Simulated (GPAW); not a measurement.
# 1T-FeClI monolayer in an electric field

Wanted: the out-of-plane polarisability of 1T-FeClI monolayer.

Calculated with GPAW 26.7.0; GPAW, PAW setups; layer in a repeated cell with vacuum, relaxation of atoms and in-plane cell, in the first sound run; inputs show where later runs differ.

### Step 1. The structure

The cell holds 3 atoms: 1 I, 1 Fe and 1 Cl. Cell: a = 3.604 Å, b = 3.604 Å, c = 20.629 Å, α = 90.0°, β = 90.0°, γ = 120.0°. Vacuum lies along c.

As a file:

```
I Fe Cl
1.0
     3.60398    0.00000    0.00000
    -1.80199    3.12114    0.00000
     0.00000    0.00000   20.62940
I Fe Cl
1 1 1
Direct
  0.66667 0.33333 0.43627
  0.00000 0.00000 0.51691
  0.33333 0.66667 0.56373
```

### Step 2. Relaxing the atoms

The atoms are relaxed first, since the surface dipole, and with it the work function, follows the positions of the outer layers.

run.py reads:

```python
import json
import numpy as np
from ase import Atoms
from ase.filters import FrechetCellFilter
from ase.optimize import BFGS
from gpaw import GPAW, PW

slab = Atoms(
    ['I', 'Fe', 'Cl'],
    positions=[
        [1.80199, 1.04038, 9.00000],
        [0.00000, 0.00000, 10.66353],
        [-0.00000, 2.08076, 11.62938]],
    cell=[[3.60398, 0.0, 0.0], [-1.80199, 3.12114, 0.0], [0.0, 0.0, 20.6294]],
    pbc=[True, True, True],
    magmoms=[0.0, 4.0, 0.0])

slab.calc = GPAW(mode=PW(600), xc='PBE', kpts={'size': (9, 9, 1), 'gamma': True},
                 occupations={'name': 'fermi-dirac', 'width': 0.05}, nbands='160%',
                 convergence={'density': 1e-05}, maxiter=200,
                 symmetry={'tolerance': 1e-3}, txt='slab.txt')
result = {}
# The in-plane cell is free; stress needs a cell that repeats along all three vectors
path = []
opt = BFGS(FrechetCellFilter(slab, mask=[1, 1, 0, 0, 0, 1]), maxstep=0.2)
opt.attach(lambda: path.append((slab.get_potential_energy(), slab.positions.tolist(), slab.get_forces().tolist())))
result['relaxed'] = bool(opt.run(fmax=0.02, steps=45))
result['path'] = path
result['cell'] = slab.cell.tolist()
print('in-plane lattice', slab.cell.cellpar().round(4)[[0, 1, 5]])
energy = slab.get_potential_energy()
fermi = slab.calc.get_fermi_level()
v = slab.calc.get_electrostatic_potential().mean((0, 1)) - fermi
n = slab.calc.get_pseudo_density().mean((0, 1))
L = slab.cell[2, 2]
z = np.arange(len(v)) * L / len(v)
low, high = slab.positions[:, 2].min(), slab.positions[:, 2].max()
below, above = np.interp([low - 6.8, high + 6.8], z, v)
slopes = [np.interp(x, z, np.gradient(v, z)) for x in (low - 6.8, high + 6.8)]
eps = np.array([[slab.calc.get_eigenvalues(k, s) for k in range(len(slab.calc.get_ibz_k_points()))]
                for s in range(slab.calc.get_number_of_spins())]) - fermi
top, bottom = eps[eps < 0].max(), eps[eps > 0].min()
dipole = slab.get_dipole_moment()[2]
print(f'energy {energy:.4f} eV, Fermi level {fermi:.4f} eV, dipole {dipole:.5f} e A')
print(f'potential 6.8 A off the faces, from the Fermi level: lower {below:.4f} eV, upper {above:.4f} eV')
print(f'slope of the potential there: lower {slopes[0]:.5f}, upper {slopes[1]:.5f} eV/A')
print(f'nearest levels on the mesh: {top:.4f} and {bottom:.4f} eV')
print('magnetic moment', round(slab.get_magnetic_moment(), 3))
result.update(energy=energy, fermi=fermi, dipole=dipole, below=below, above=above, slopes=slopes, edges=[top, bottom],
              z=z.tolist(), v=v.tolist(), n=n.tolist(), positions=slab.positions.tolist(),
              forces=slab.get_forces(apply_constraint=False).tolist(), moments=slab.get_magnetic_moments().tolist())
json.dump(result, open('result.json', 'w'))
```

Started as:

```sh
> OMP_NUM_THREADS=1 OPENBLAS_NUM_THREADS=1 python run.py
```

Log:

```text
Step          Energy          fmax
BFGS:    0      -12.713641        2.291270
BFGS:    1      -12.930688        1.867995
BFGS:    2      -13.371188        0.413202
BFGS:    3      -13.391438        0.226223
BFGS:    4      -13.393493        0.176318
BFGS:    5      -13.394689        0.120494
BFGS:    6      -13.395875        0.061391
BFGS:    7      -13.396134        0.021511
BFGS:    8      -13.396137        0.008828
in-plane lattice [  3.8176   3.8176 120.    ]
energy -13.3849 eV, Fermi level -2.1881 eV, dipole -0.05217 e A
potential 6.8 A off the faces, from the Fermi level: lower 5.0237 eV, upper 5.1707 eV
slope of the potential there: lower -0.03626, upper -0.03626 eV/A
nearest levels on the mesh: -0.0239 and 0.0161 eV
magnetic moment 4.0
```

It took 8.9 min on 1 thread of Intel Xeon Platinum 8488C (Sapphire Rapids), shared host; peak memory 0.51 GiB.

Numbers from this step:

```yaml
dipole_along_the_normal: -0.05217 e·Å
levels_nearest_the_fermi_level_on_the_mesh: -0.02386, 0.01605 eV from the Fermi level
site_moments: 0.1598, 3.359, 0.07940 μB
sum_of_the_site_moments: 3.598 μB
```

Electrostatic potential energy of an electron (without an applied field's), less the Fermi level, planar mean against z:

z (Å), electrostatic potential energy of an electron (without an applied field's), less the Fermi level, planar mean (eV) and a bar from the least value:
```
        0        5.1 ##############################
        1        5.1 ##############################
        2        5.0 ##############################
        3        5.0 ##############################
        4        5.0 ##############################
        5        4.9 #############################
        6        4.9 #############################
        7        4.6 #############################
        8        0.1 #######################
        9      -16.9 
       10       -3.0 ###################
       11       -5.5 ###############
       12      -10.0 #########
       13        4.6 #############################
       14        5.3 ##############################
       15        5.3 ##############################
       16        5.3 ##############################
       17        5.2 ##############################
       18        5.2 ##############################
       19        5.2 ##############################
       20        5.1 ##############################
```

The pseudo valence density, planar mean oscillates, so the rows of the table below give means over windows of 0.5 Å about each position, cut where the curve ends. Its maxima inside the range that stand out by 2 % of the span (Å: e/Å³): 8.42: 0.301, 9.46: 0.342, 10.66: 0.670, 11.52: 0.434. Its minima: 8.77: 0.161, 9.97: 0.279, 11.17: 0.391.

The pseudo valence density, planar mean by z; means over each step:

```
z (Å)  pseudo valence density, planar mean (e/Å³)
  5.0                                      3.5e-5
  5.5                                      1.6e-4
  6.0                                      7.0e-4
  6.5                                     0.00309
  7.0                                      0.0137
  7.5                                      0.0577
  8.0                                       0.191
  8.5                                       0.257
  9.0                                       0.215
  9.5                                       0.320
 10.0                                       0.315
 10.5                                       0.578
 11.0                                       0.461
 11.5                                       0.414
 12.0                                       0.368
 12.5                                       0.223
 13.0                                      0.0554
 13.5                                      0.0102
 14.0                                     0.00188
 14.5                                      3.7e-4
 15.0                                      7.3e-5
 15.5                                      1.5e-5
```

Site moment by atom:

```
atom  site moment (μB)
  I1              0.16
 Fe2              3.36
 Cl3              0.08
```

The relaxation lowered the energy of the cell by 0.678 eV (energies extrapolated to zero smearing; the optimiser's log prints free energies). The largest force left on a free atom is 0.0088 eV/Å.

### Step 3. Plane waves, PBE

The work function is the vacuum plateau of the electrostatic potential less the Fermi level; a dipole layer lets the two faces have plateaus of their own.

This step: GPAW, PAW setups; slab in vacuum (GPAW 26.7.0).

The cell differs from the one that the last finished run ended in (c 20.629 → 20.976 Å).

Changes to run.py since step 2:

```diff
@@ -3,4 +3,2 @@
 from ase import Atoms
-from ase.filters import FrechetCellFilter
-from ase.optimize import BFGS
 from gpaw import GPAW, PW
@@ -10,22 +8,15 @@
     positions=[
-        [1.80199, 1.04038, 9.00000],
-        [0.00000, 0.00000, 10.66353],
-        [-0.00000, 2.08076, 11.62938]],
-    cell=[[3.60398, 0.0, 0.0], [-1.80199, 3.12114, 0.0], [0.0, 0.0, 20.6294]],
-    pbc=[True, True, True],
+        [1.90881, 1.10205, 9.00000],
+        [-0.00000, 0.00000, 10.72422],
+        [0.00000, 2.20410, 11.97636]],
+    cell=[[3.81762, -0.0, 0.0], [-1.90881, 3.30616, 0.0], [0.0, 0.0, 20.9764]],
+    pbc=[True, True, False],
     magmoms=[0.0, 4.0, 0.0])
 
-slab.calc = GPAW(mode=PW(600), xc='PBE', kpts={'size': (9, 9, 1), 'gamma': True},
+slab.calc = GPAW(mode=PW(400), xc='PBE', kpts={'size': (9, 9, 1), 'gamma': True},
                  occupations={'name': 'fermi-dirac', 'width': 0.05}, nbands='160%',
                  convergence={'density': 1e-05}, maxiter=200,
+                 poissonsolver={'dipolelayer': 'xy'},
                  symmetry={'tolerance': 1e-3}, txt='slab.txt')
 result = {}
-# The in-plane cell is free; stress needs a cell that repeats along all three vectors
-path = []
-opt = BFGS(FrechetCellFilter(slab, mask=[1, 1, 0, 0, 0, 1]), maxstep=0.2)
-opt.attach(lambda: path.append((slab.get_potential_energy(), slab.positions.tolist(), slab.get_forces().tolist())))
-result['relaxed'] = bool(opt.run(fmax=0.02, steps=45))
-result['path'] = path
-result['cell'] = slab.cell.tolist()
-print('in-plane lattice', slab.cell.cellpar().round(4)[[0, 1, 5]])
 energy = slab.get_potential_energy()
```

Log:

```text
energy -13.2391 eV, Fermi level -2.2405 eV, dipole -0.04029 e A
potential 6.8 A off the faces, from the Fermi level: lower 4.8154 eV, upper 5.3927 eV
slope of the potential there: lower -0.00003, upper 0.00002 eV/A
nearest levels on the mesh: -0.0239 and 0.0161 eV
magnetic moment 4.0
```

Elapsed: 39 s, on 1 thread; peak memory 0.26 GiB.

Numbers from this step:

* dipole along the normal: -0.04029 e·Å
* levels nearest the Fermi level on the mesh: -0.02395, 0.01611 eV from the Fermi level
* upper work function: 5.393 eV
* lower work function: 4.815 eV
* site moments: 0.1589, 3.358, 0.07836 μB
* sum of the site moments: 3.595 μB

Table of electrostatic potential energy of an electron (without an applied field's), less the Fermi level, planar mean by z:

z (Å), electrostatic potential energy of an electron (without an applied field's), less the Fermi level, planar mean (eV) and a bar from the least value:
```
      0.0        5.1 ##############################
      0.5        4.8 #############################
      1.0        4.8 #############################
      1.5        4.8 #############################
      2.0        4.8 #############################
      2.5        4.8 #############################
      3.0        4.8 #############################
      3.5        4.8 #############################
      4.0        4.8 #############################
      4.5        4.8 #############################
      5.0        4.8 #############################
      5.5        4.8 #############################
      6.0        4.8 #############################
      6.5        4.8 #############################
      7.0        4.6 #############################
      7.5        4.1 ############################
      8.0        1.6 #########################
      8.5       -7.3 ##############
      9.0      -18.0 
      9.5       -8.2 #############
     10.0       -2.4 ####################
     10.5       -7.4 ##############
     11.0       -7.1 ##############
     11.5       -5.4 ################
     12.0      -12.3 #######
     12.5       -0.8 ######################
     13.0        4.2 ############################
     13.5        5.2 ##############################
     14.0        5.3 ##############################
     14.5        5.4 ##############################
     15.0        5.4 ##############################
     15.5        5.4 ##############################
     16.0        5.4 ##############################
     16.5        5.4 ##############################
     17.0        5.4 ##############################
     17.5        5.4 ##############################
     18.0        5.4 ##############################
     18.5        5.4 ##############################
     19.0        5.4 ##############################
     19.5        5.4 ##############################
     20.0        5.4 ##############################
     20.5        5.4 ##############################
```

Pseudo valence density, planar mean against z:

```
z (Å)  pseudo valence density, planar mean (e/Å³)
 0.00                                           0
 0.64                                           0
 1.07                                           0
 1.71                                           0
 2.14                                           0
 2.78                                           0
 3.42                                           0
 3.85                                      9.7e-7
 4.49                                      4.4e-6
 5.14                                      3.2e-5
 5.57                                      1.1e-4
 6.21                                      7.6e-4
 6.64                                     0.00271
 7.28                                      0.0185
 7.92                                       0.113
 8.35                                       0.272
 8.99                                       0.147
 9.63                                       0.336
10.06                                       0.275
10.70                                       0.679
11.13                                       0.419
11.77                                       0.416
12.41                                       0.334
12.84                                       0.123
13.48                                      0.0145
14.13                                     0.00166
14.56                                      4.1e-4
15.20                                      4.9e-5
15.63                                      1.2e-5
16.27                                      2.3e-6
16.91                                           0
17.34                                           0
17.98                                           0
18.62                                           0
19.05                                           0
19.69                                           0
20.12                                           0
20.76                                           0
```

The potential is flat to 2.9e-5 eV/Å where it is read, so the vacuum is wide enough.

### Step 4. In a field

A uniform field along the normal polarises the slab; the atoms stay fixed, so this is the electronic response alone.

Changes to run.py since step 3:

```diff
@@ -4,2 +4,3 @@
 from gpaw import GPAW, PW
+from gpaw.external import ConstantElectricField
 
@@ -19,2 +20,3 @@
                  poissonsolver={'dipolelayer': 'xy'},
+                 external=ConstantElectricField(-0.2, [0, 0, 1]),
                  symmetry={'tolerance': 1e-3}, txt='slab.txt')
```

Log:

```text
energy -13.2533 eV, Fermi level -2.2026 eV, dipole -0.10592 e A
potential 6.8 A off the faces, from the Fermi level: lower 4.2960 eV, upper 5.8145 eV
slope of the potential there: lower -0.00003, upper 0.00002 eV/A
nearest levels on the mesh: -0.0213 and 0.0136 eV
magnetic moment 4.0
```

The job ended after 2 min (1 thread; peak memory 0.39 GiB).

Numbers from this step:

* dipole along the normal: -0.1059 e·Å
* levels nearest the Fermi level on the mesh: -0.02130, 0.01358 eV from the Fermi level
* site moments: 0.1616, 3.356, 0.07705 μB
* potential below the slab, the applied field's own ramp left out: 4.296 eV from the Fermi level
* potential above the slab, the applied field's own ramp left out: 5.815 eV from the Fermi level

Table of electrostatic potential energy of an electron (without an applied field's), less the Fermi level, planar mean by z:

```
z (Å)  electrostatic potential energy of an electron (without an applied field's), less the Fermi level, planar mean (eV)
  0.0                                                                                                                5.06
  0.5                                                                                                                4.30
  1.0                                                                                                                4.30
  1.5                                                                                                                4.30
  2.0                                                                                                                4.30
  2.5                                                                                                                4.30
  3.0                                                                                                                4.30
  3.5                                                                                                                4.30
  4.0                                                                                                                4.30
  4.5                                                                                                                4.30
  5.0                                                                                                                4.30
  5.5                                                                                                                4.29
  6.0                                                                                                                4.29
  6.5                                                                                                                4.26
  7.0                                                                                                                4.14
  7.5                                                                                                                3.60
  8.0                                                                                                                1.17
  8.5                                                                                                               -7.62
  9.0                                                                                                               -18.2
  9.5                                                                                                               -8.40
 10.0                                                                                                               -2.52
 10.5                                                                                                               -7.42
 11.0                                                                                                               -6.99
 11.5                                                                                                               -5.26
 12.0                                                                                                               -12.0
 12.5                                                                                                              -0.496
 13.0                                                                                                                4.57
 13.5                                                                                                                5.58
 14.0                                                                                                                5.77
 14.5                                                                                                                5.80
 15.0                                                                                                                5.81
 15.5                                                                                                                5.81
 16.0                                                                                                                5.81
 16.5                                                                                                                5.81
 17.0                                                                                                                5.81
 17.5                                                                                                                5.81
 18.0                                                                                                                5.81
 18.5                                                                                                                5.81
 19.0                                                                                                                5.81
 19.5                                                                                                                5.81
 20.0                                                                                                                5.81
 20.5                                                                                                                5.81
```

The dipole is now -0.106 e Å, against -0.040 in the run without a field.

[end of part 1 of 3]

[Logs are printed without paths, hosts, clocks, repeated set-up lines and the standing remarks that a program may print on its own settings, such as how far it seeks lower states.]

[Hosts, paths, dates, database ids (printed as entryN), source tags and the programs' standing remarks are cut or masked in the printed files.]
